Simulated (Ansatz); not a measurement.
# Cs on Ti(0001): change of the work function, part 2 of 3

Wanted: Δφ(θ) for Cs/Ti(0001), starting from the fcc site.

Ansatz 0.2.0; plane-wave DFT, PBE, Ansatz PAW.

So far, work function, upper face (eV): step 2 (the clean slab) 4.37.

### Step 3. Adsorbate added, k-mesh 4×4×1, coverage 0.111 ML

System of this step: Cs/Ti(0001). The cell holds 37 atoms: 36 Ti and 1 Cs. Its edges and angles: a = 8.850 Å, b = 8.850 Å, c = 28.718 Å, α = 90.0°, β = 90.0°, γ = 60.0°. Vacuum lies along c.

The clean slab as it ended is repeated in the plane and the adsorbate is set on one face; the cell's size fixes the coverage, and the k-mesh shrinks with it to keep the sampling density about even. Adsorbate and upper layers relax, since the dipole depends on the height.

The input, input.yaml:

```yaml
crystal:
  lattice:
    - [8.8500000001, 0.0, 0.0]
    - [4.425, 7.6643248235, 0.0]
    - [0.0, 0.0, 28.7179552889]
  atoms:
    - { symbol: Ti, position: [0.2222222222, 0.2222222222, 0.3133927854] }
    - { symbol: Ti, position: [0.0, 0.0, 0.3949549989] }
    - { symbol: Ti, position: [0.2222222222, 0.2222222222, 0.4788852066] }
    - { symbol: Ti, position: [0.0, 0.0, 0.5544015468] }
    - { symbol: Ti, position: [0.2222222222, 0.5555555556, 0.3133927854] }
    - { symbol: Ti, position: [0.0, 0.3333333333, 0.3949549989] }
    - { symbol: Ti, position: [0.2222222222, 0.5555555556, 0.4788852066] }
    - { symbol: Ti, position: [0.0, 0.3333333333, 0.5544015468] }
    - { symbol: Ti, position: [0.2222222222, 0.8888888889, 0.3133927854] }
    - { symbol: Ti, position: [0.0, 0.6666666667, 0.3949549989] }
    - { symbol: Ti, position: [0.2222222222, 0.8888888889, 0.4788852066] }
    - { symbol: Ti, position: [0.0, 0.6666666667, 0.5544015468] }
    - { symbol: Ti, position: [0.5555555556, 0.2222222222, 0.3133927854] }
    - { symbol: Ti, position: [0.3333333333, 0.0, 0.3949549989] }
    - { symbol: Ti, position: [0.5555555556, 0.2222222222, 0.4788852066] }
    - { symbol: Ti, position: [0.3333333333, 0.0, 0.5544015468] }
    - { symbol: Ti, position: [0.5555555556, 0.5555555556, 0.3133927854] }
    - { symbol: Ti, position: [0.3333333333, 0.3333333333, 0.3949549989] }
    - { symbol: Ti, position: [0.5555555556, 0.5555555556, 0.4788852066] }
    - { symbol: Ti, position: [0.3333333333, 0.3333333333, 0.5544015468] }
    - { symbol: Ti, position: [0.5555555556, 0.8888888889, 0.3133927854] }
    - { symbol: Ti, position: [0.3333333333, 0.6666666667, 0.3949549989] }
    - { symbol: Ti, position: [0.5555555556, 0.8888888889, 0.4788852066] }
    - { symbol: Ti, position: [0.3333333333, 0.6666666667, 0.5544015468] }
    - { symbol: Ti, position: [0.8888888889, 0.2222222222, 0.3133927854] }
    - { symbol: Ti, position: [0.6666666667, 0.0, 0.3949549989] }
    - { symbol: Ti, position: [0.8888888889, 0.2222222222, 0.4788852066] }
    - { symbol: Ti, position: [0.6666666667, 0.0, 0.5544015468] }
    - { symbol: Ti, position: [0.8888888889, 0.5555555556, 0.3133927854] }
    - { symbol: Ti, position: [0.6666666667, 0.3333333333, 0.3949549989] }
    - { symbol: Ti, position: [0.8888888889, 0.5555555556, 0.4788852066] }
    - { symbol: Ti, position: [0.6666666667, 0.3333333333, 0.5544015468] }
    - { symbol: Ti, position: [0.8888888889, 0.8888888889, 0.3133927854] }
    - { symbol: Ti, position: [0.6666666667, 0.6666666667, 0.3949549989] }
    - { symbol: Ti, position: [0.8888888889, 0.8888888889, 0.4788852066] }
    - { symbol: Ti, position: [0.6666666667, 0.6666666667, 0.5544015468] }
    - { symbol: Cs, position: [0.1111111111, 0.1111111111, 0.6866072146] }
kpoints:
  mp_grid: { grid: [4, 4, 1] }
hamiltonian:
  xc: pbe
scf:
  occupations: { method: fermi_dirac, width: 0.1 }
  convergence: { dr2_threshold: 1.0e-08 }
efield:
  axis: 3
  dipole_correction: true
  ramp_position: 0.97
  ramp_width: 0.06
relax:
  f_tol: 0.02
  max_steps: 60
  constraints:
    - { sites: [0, 1, 4, 5, 8, 9, 12, 13, 16, 17, 20, 21, 24, 25, 28, 29, 32, 33] }
output:
  write_potential: true
  write_density: true
  volumetric_format: npy
```

Run with:

```bash
> ansatz run input.yaml --threads 4 --pin off --max-ram 16384MiB --backend cpu --events-out ev --progress --plain --runs-dir out
```

Log:

```text
[...]
Crystal: 37 atoms, lattice volume = 1947.918 Å³
Basis set: ecut = 420 eV, 38093 PW (Γ), exchange–correlation on 120×120×384 points (8 copies of the dense FFT grid, shifted against one another)
Bands: 265, of which v1, the nominal top of the filled ones, is band 221 counted from 1 (220 counted from 0)
Symmetry: 6 space group operations
[...]
k-points: 4 of 16 (time reversal used)
[...]
SCF iter   1: F=—  HF=-95644.130309 eV  |F-HF|=—  |Δ(HF+E_count)|=         —  Δρ=7.17e-3  dr2=2.03e1  ethr=1.77e-3  p=1.184 e·Å  D=1.10e-1 V/Å  ΔV_dip=-3.16 eV  dr2_dipole=9.69e0  V_vac-E_F(+/−)=0.95/4.11 eV  ⟨swp⟩=12.0  Hψ=5608  notcnv=0
[...]
SCF iter  11: F=-95643.893560 eV  HF=-95643.893560 eV  |F-HF|=1.89e-9  |Δ(HF+E_count)|=   1.33e-8  Δρ=2.63e-7  dr2=1.70e-9  ethr=2.27e-12  p=1.010 e·Å  D=9.38e-2 V/Å  ΔV_dip=-2.69 eV  dr2_dipole=3.90e-11  V_vac-E_F(+/−)=1.72/4.42 eV  ⟨swp⟩=12.5  Hψ=6743  notcnv=0
SCF 1 converged in 11 iterations: F = -95643.893560 eV  dr2 = 1.70e-9
[...]
relax step   1: F+E_penalty+E_count = -95643.89355953 eV  Δ(F+E_penalty+E_count) = +0.000e0 eV  max|allowed force component| = 3.461e-1 eV/Å  Δτ_max = 0.0000 Å  (11 SCF iters, accepted)
[...]
SCF iter   9: F=-95643.933956 eV  HF=-95643.933956 eV  |F-HF|=1.46e-8  |Δ(HF+E_count)|=   5.34e-8  Δρ=4.08e-7  dr2=6.26e-9  ethr=2.27e-12  p=0.979 e·Å  D=9.09e-2 V/Å  ΔV_dip=-2.61 eV  dr2_dipole=3.27e-11  V_vac-E_F(+/−)=1.81/4.42 eV  ⟨swp⟩=18.8  Hψ=12133  notcnv=0
SCF 2 converged in 9 iterations: F = -95643.933956 eV  dr2 = 6.26e-9
[...]
relax step   2: F+E_penalty+E_count = -95643.93395643 eV  Δ(F+E_penalty+E_count) = -4.040e-2 eV  max|allowed force component| = 3.068e-1 eV/Å  Δτ_max = 0.0946 Å  (9 SCF iters, accepted)
SCF iter   1: F=—  HF=-95643.977653 eV  |F-HF|=—  |Δ(HF+E_count)|=         —  Δρ=1.85e-3  dr2=8.25e-1  ethr=2.47e-3  p=0.979 e·Å  D=9.09e-2 V/Å  ΔV_dip=-2.61 eV  dr2_dipole=2.43e-1  V_vac-E_F(+/−)=1.81/4.42 eV  ⟨swp⟩=4.0  Hψ=1682  notcnv=0
[...]
SCF iter   9: F=-95643.970561 eV  HF=-95643.970561 eV  |F-HF|=3.99e-9  |Δ(HF+E_count)|=   5.00e-8  Δρ=3.18e-7  dr2=4.07e-9  ethr=2.27e-12  p=0.898 e·Å  D=8.34e-2 V/Å  ΔV_dip=-2.40 eV  dr2_dipole=8.38e-11  V_vac-E_F(+/−)=2.02/4.42 eV  ⟨swp⟩=14.5  Hψ=8384  notcnv=0
SCF 3 converged in 9 iterations: F = -95643.970561 eV  dr2 = 4.07e-9
[...]
relax step   3: F+E_penalty+E_count = -95643.97056078 eV  Δ(F+E_penalty+E_count) = -3.660e-2 eV  max|allowed force component| = 2.360e-2 eV/Å  Δτ_max = 0.1948 Å  (9 SCF iters, accepted)
SCF iter   1: F=—  HF=-95643.970907 eV  |F-HF|=—  |Δ(HF+E_count)|=         —  Δρ=5.54e-4  dr2=3.39e-2  ethr=4.32e-5  p=0.898 e·Å  D=8.34e-2 V/Å  ΔV_dip=-2.40 eV  dr2_dipole=4.14e-4  V_vac-E_F(+/−)=2.03/4.42 eV  ⟨swp⟩=2.0  Hψ=1486  notcnv=0
[...]
SCF iter   8: F=-95643.971331 eV  HF=-95643.971331 eV  |F-HF|=4.61e-9  |Δ(HF+E_count)|=   3.72e-8  Δρ=2.63e-7  dr2=2.26e-9  ethr=2.27e-12  p=0.891 e·Å  D=8.28e-2 V/Å  ΔV_dip=-2.38 eV  dr2_dipole=1.28e-12  V_vac-E_F(+/−)=2.04/4.42 eV  ⟨swp⟩=13.8  Hψ=8065  notcnv=0
SCF 4 converged in 8 iterations: F = -95643.971331 eV  dr2 = 2.26e-9
relax step   4: F+E_penalty+E_count = -95643.97133133 eV  Δ(F+E_penalty+E_count) = -7.706e-4 eV  max|allowed force component| = 8.190e-3 eV/Å  Δτ_max = 0.0243 Å  (8 SCF iters, accepted)
NSCF: frozen V_eff on 4 k-points
[...]
WARN: The output density's exchange-correlation potential varies sharply where the density is thin. Do not read a vacuum level from v_tot or v_xc, or from such a field of the output density. On a cell that repeats whose density bears no net charge and no dipole along the vacuum's axis use v_es (v_loc + v_h of the components); under efield.dipole_correction with no amplitude use v_es + v_field, which holds any externa [...]
SCF converged after 8 iterations
Free energy (F): -95643.971331 eV
[...]
Internal energy: -95641.730634 eV  (E = F + TS)
E sigma→0 (E₀):  -95642.850983 eV
Entropy (-TS):   -2.240698 eV (-60.559 meV/atom)
Fermi energy:    2.447020 eV
Dipole field:    D = 0.082798 V/Å  (p = 0.891314 e·Å, saw-weighted, corrected)
Work function:   Φ+ = 2.0427 eV   Φ− = 4.4205 eV
[...]
--- Forces (eV/Å), atoms counted from 1 ---
  atom   1  Ti    -0.00795670    -0.00459380     0.58726330
  atom   2  Ti    -0.01254375    -0.00724214    -0.64150432
  atom   3  Ti     0.00709255     0.00409488    -0.00435780
  atom   4  Ti    -0.00193038    -0.00111451     0.00395654
  atom   5  Ti    -0.00151378     0.00087398     0.60684763
  atom   6  Ti    -0.00000000     0.01448428    -0.64150432
  atom   7  Ti    -0.00393496     0.00227185     0.00192688
  atom   8  Ti    -0.00000000     0.00222901     0.00395654
  atom   9  Ti    -0.00000000     0.00918760     0.58726330
  atom  10  Ti     0.02474415    -0.01428604    -0.55617852
  atom  11  Ti     0.00000000    -0.00818977    -0.00435780
  atom  12  Ti    -0.00169786     0.00098026     0.00008850
  atom  13  Ti     0.00000000    -0.00174797     0.60684763
  atom  14  Ti     0.01254375    -0.00724214    -0.64150432
  atom  15  Ti     0.00000000    -0.00454370     0.00192688
  atom  16  Ti     0.00193038    -0.00111451     0.00395654
  atom  17  Ti     0.00151378     0.00087398     0.60684763
  atom  18  Ti     0.03155108     0.01821603    -0.59903219
  atom  19  Ti     0.00393496     0.00227185     0.00192688
  atom  20  Ti    -0.00243516    -0.00140594    -0.00185934
  atom  21  Ti    -0.00595799     0.00343985     0.59883487
  atom  22  Ti     0.00000000    -0.03643205    -0.59903219
  atom  23  Ti     0.00031369    -0.00018111     0.00181718
  atom  24  Ti    -0.00000000     0.00281188    -0.00185934
  atom  25  Ti     0.00795670    -0.00459380     0.58726330
  atom  26  Ti    -0.00000000     0.02857209    -0.55617852
  atom  27  Ti    -0.00709255     0.00409488    -0.00435780
  atom  28  Ti     0.00000000    -0.00196052     0.00008850
  atom  29  Ti     0.00000000    -0.00687970     0.59883487
  atom  30  Ti    -0.03155108     0.01821603    -0.59903219
  atom  31  Ti    -0.00000000     0.00036222     0.00181718
  atom  32  Ti     0.00243516    -0.00140594    -0.00185934
  atom  33  Ti     0.00595799     0.00343985     0.59883487
  atom  34  Ti    -0.02474415    -0.01428604    -0.55617852
  atom  35  Ti    -0.00031369    -0.00018111     0.00181718
  atom  36  Ti     0.00169786     0.00098026     0.00008850
  atom  37  Cs     0.00000000    -0.00000000     0.00662079
  max |Σ_I F_I| component: 2.90e-5 eV/Å
--- Band table (eV) ---
  k-point 0: bands = [... 217 lower, 2.4201, 2.4201, 2.4241, 2.5031, 2.5206, 2.5206, 2.5246, 2.5246, ... 40 higher]
  k-point 1: bands = [... 217 lower, 2.3892, 2.3932, 2.4274, 2.4282, 2.4587, 2.5232, 2.5285, 2.5453, ... 40 higher]
  k-point 2: bands = [... 217 lower, 2.3574, 2.3639, 2.4661, 2.4662, 2.4696, 2.4715, 2.5452, 2.5748, ... 40 higher]
  k-point 3: bands = [... 217 lower, 2.3419, 2.3797, 2.4510, 2.4548, 2.4641, 2.5147, 2.5237, 2.5323, ... 40 higher]
--- Relaxed structure (4 steps of the walk, 4 accepted, 0 SCFs on fresh bases) ---
  F+E_penalty+E_count = -95643.97133133 eV   max|allowed force component| = 8.190e-3 eV/Å
  atoms:
    - { symbol: Ti, position: [0.222222, 0.222222, 0.313393] }
    - { symbol: Ti, position: [1.111110e-11, 1.111110e-11, 0.394955] }
    - { symbol: Ti, position: [0.222956, 0.222956, 0.477426] }
    - { symbol: Ti, position: [0.000852858, 0.000852858, 0.552560] }
    - { symbol: Ti, position: [0.222222, 0.555556, 0.313393] }
    - { symbol: Ti, position: [1.111114e-11, 0.333333, 0.394955] }
    - { symbol: Ti, position: [0.221406, 0.555964, 0.479463] }
    - { symbol: Ti, position: [0.000852858, 0.331628, 0.552560] }
    - { symbol: Ti, position: [0.222222, 0.888889, 0.313393] }
    - { symbol: Ti, position: [-2.222222e-11, 0.666667, 0.394955] }
    - { symbol: Ti, position: [0.222956, 0.887421, 0.477426] }
    - { symbol: Ti, position: [-0.0010253, 0.667179, 0.555738] }
    - { symbol: Ti, position: [0.555556, 0.222222, 0.313393] }
    - { symbol: Ti, position: [0.333333, 1.111110e-11, 0.394955] }
    - { symbol: Ti, position: [0.555964, 0.221406, 0.479463] }
    - { symbol: Ti, position: [0.331628, 0.000852858, 0.552560] }
    - { symbol: Ti, position: [0.555556, 0.555556, 0.313393] }
    - { symbol: Ti, position: [0.333333, 0.333333, 0.394955] }
    - { symbol: Ti, position: [0.555964, 0.555964, 0.479463] }
    - { symbol: Ti, position: [0.331542, 0.331542, 0.555008] }
    - { symbol: Ti, position: [0.555556, 0.888889, 0.313393] }
    - { symbol: Ti, position: [0.333333, 0.666667, 0.394955] }
    - { symbol: Ti, position: [0.558133, 0.887600, 0.478564] }
    - { symbol: Ti, position: [0.331542, 0.670249, 0.555008] }
    - { symbol: Ti, position: [0.888889, 0.222222, 0.313393] }
    - { symbol: Ti, position: [0.666667, -2.222223e-11, 0.394955] }
    - { symbol: Ti, position: [0.887421, 0.222956, 0.477426] }
    - { symbol: Ti, position: [0.667179, -0.0010253, 0.555738] }
    - { symbol: Ti, position: [0.888889, 0.555556, 0.313393] }
    - { symbol: Ti, position: [0.666667, 0.333333, 0.394955] }
    - { symbol: Ti, position: [0.887600, 0.558133, 0.478564] }
    - { symbol: Ti, position: [0.670249, 0.331542, 0.555008] }
    - { symbol: Ti, position: [0.888889, 0.888889, 0.313393] }
    - { symbol: Ti, position: [0.666667, 0.666667, 0.394955] }
    - { symbol: Ti, position: [0.887600, 0.887600, 0.478564] }
    - { symbol: Ti, position: [0.667179, 0.667179, 0.555738] }
    - { symbol: Cs, position: [0.111111, 0.111111, 0.675684] }
```

Wall time 7.3 min (4 threads of Arm Neoverse V2, shared host); peak memory 8.4 GiB.

The steps of the relaxation:

| step | energy less that of the first step (eV) | largest force component (eV/Å) |
| --- | --- | --- |
| 1 | 0.0000 | 0.3461 |
| 2 | -0.0404 | 0.3068 |
| 3 | -0.0770 | 0.0236 |
| 4 | -0.0778 | 0.0082 |

Forces are held to the 6 operations that the program found; a distortion that breaks them can't arise in this run.

The atoms that moved most (Å):

| atom | dx | dy | dz | length |
| --- | --- | --- | --- | --- |
| Cs37 | 0.000 | 0.000 | -0.314 | 0.314 |
| Ti8 | 0.000 | -0.013 | -0.053 | 0.054 |
| Ti16 | -0.011 | 0.007 | -0.053 | 0.054 |
| Ti4 | 0.011 | 0.007 | -0.053 | 0.054 |
| Ti11 | 0.000 | -0.011 | -0.042 | 0.043 |
| Ti3 | 0.010 | 0.006 | -0.042 | 0.043 |
| Ti27 | -0.010 | 0.006 | -0.042 | 0.043 |
| Ti28 | 0.000 | -0.008 | 0.038 | 0.039 |

Final coordinates:

```xyz
37
Lattice="8.8500 0.0000 0.0000 4.4250 7.6643 0.0000 0.0000 0.0000 28.7180" Properties=species:S:1:pos:R:3
Ti    2.9500    1.7032    9.0000
Ti    0.0000    0.0000   11.3423
Ti    2.9597    1.7088   13.7107
Ti    0.0113    0.0065   15.8684
Ti    4.4250    4.2580    9.0000
Ti    1.4750    2.5548   11.3423
Ti    4.4196    4.2611   13.7692
Ti    1.4750    2.5417   15.8684
Ti    5.9000    6.8127    9.0000
Ti    2.9500    5.1095   11.3423
Ti    5.9000    6.8015   13.7107
Ti    2.9432    5.1135   15.9597
Ti    5.9000    1.7032    9.0000
Ti    2.9500    0.0000   11.3423
Ti    5.9000    1.6969   13.7692
Ti    2.9387    0.0065   15.8684
Ti    7.3750    4.2580    9.0000
Ti    4.4250    2.5548   11.3423
Ti    7.3804    4.2611   13.7692
Ti    4.4012    2.5410   15.9387
Ti    8.8500    6.8127    9.0000
Ti    5.9000    5.1095   11.3423
Ti    8.8671    6.8029   13.7434
Ti    5.9000    5.1370   15.9387
Ti    8.8500    1.7032    9.0000
Ti    5.9000    0.0000   11.3423
Ti    8.8403    1.7088   13.7107
Ti    5.9000   -0.0079   15.9597
Ti   10.3250    4.2580    9.0000
Ti    7.3750    2.5548   11.3423
Ti   10.3250    4.2777   13.7434
Ti    7.3988    2.5410   15.9387
Ti   11.8000    6.8127    9.0000
Ti    8.8500    5.1095   11.3423
Ti   11.7829    6.8029   13.7434
Ti    8.8568    5.1135   15.9597
Cs    1.4750    0.8516   19.4043
```

Numbers from this step:

```
energy at zero smearing        : -95642.8510 eV
work function, upper face      : 2.043 eV
work function, lower face      : 4.421 eV
dipole along the normal        : 0.8913 e·Å
step between the vacuum levels : -2.378 eV
```

Running mean over 2.342 Å of the planar mean; the ramp of the sawtooth is left out. Table of electron's electrostatic potential energy less the Fermi level by z:

| z (Å) | electron's electrostatic potential energy less the Fermi level (eV) |
| --- | --- |
| 4 | 4.42 |
| 5 | 4.40 |
| 6 | 4.24 |
| 7 | 2.89 |
| 8 | -3.13 |
| 9 | -6.74 |
| 10 | -6.59 |
| 11 | -6.58 |
| 12 | -6.42 |
| 13 | -6.38 |
| 14 | -6.93 |
| 15 | -7.59 |
| 16 | -6.74 |
| 17 | -2.65 |
| 18 | 2.05 |
| 19 | 1.65 |
| 20 | 1.22 |
| 21 | 1.69 |
| 22 | 2.01 |
| 23 | 2.04 |
| 24 | 2.04 |
| 25 | 2.04 |

The relaxation took 4 steps and lowered the energy by 0.078 eV; the largest force on the free atoms ends at 0.0082 eV/Å.

The covered face has 2.04 eV, -2.33 eV against the clean one; the bare back face has moved by -0.00 eV, a measure of how thin the slab is.

(Part 2 of 3 ends here.)

[Long decimals in the printed logs are rounded to 6 places.]

[Logs are printed without paths, hosts, clocks, repeated set-up lines and the standing remarks that a program may print on its own settings, such as how far it seeks lower states.]

[Hosts, paths, dates, database ids (printed as entryN), source tags and the programs' standing remarks are cut or masked in the printed files.]

[Maps of the electrostatic potential energy from Ansatz leave out the sawtooth potential of an applied field or a dipole correction, so their vacuum need not be flat; planar profiles and work functions include it.]
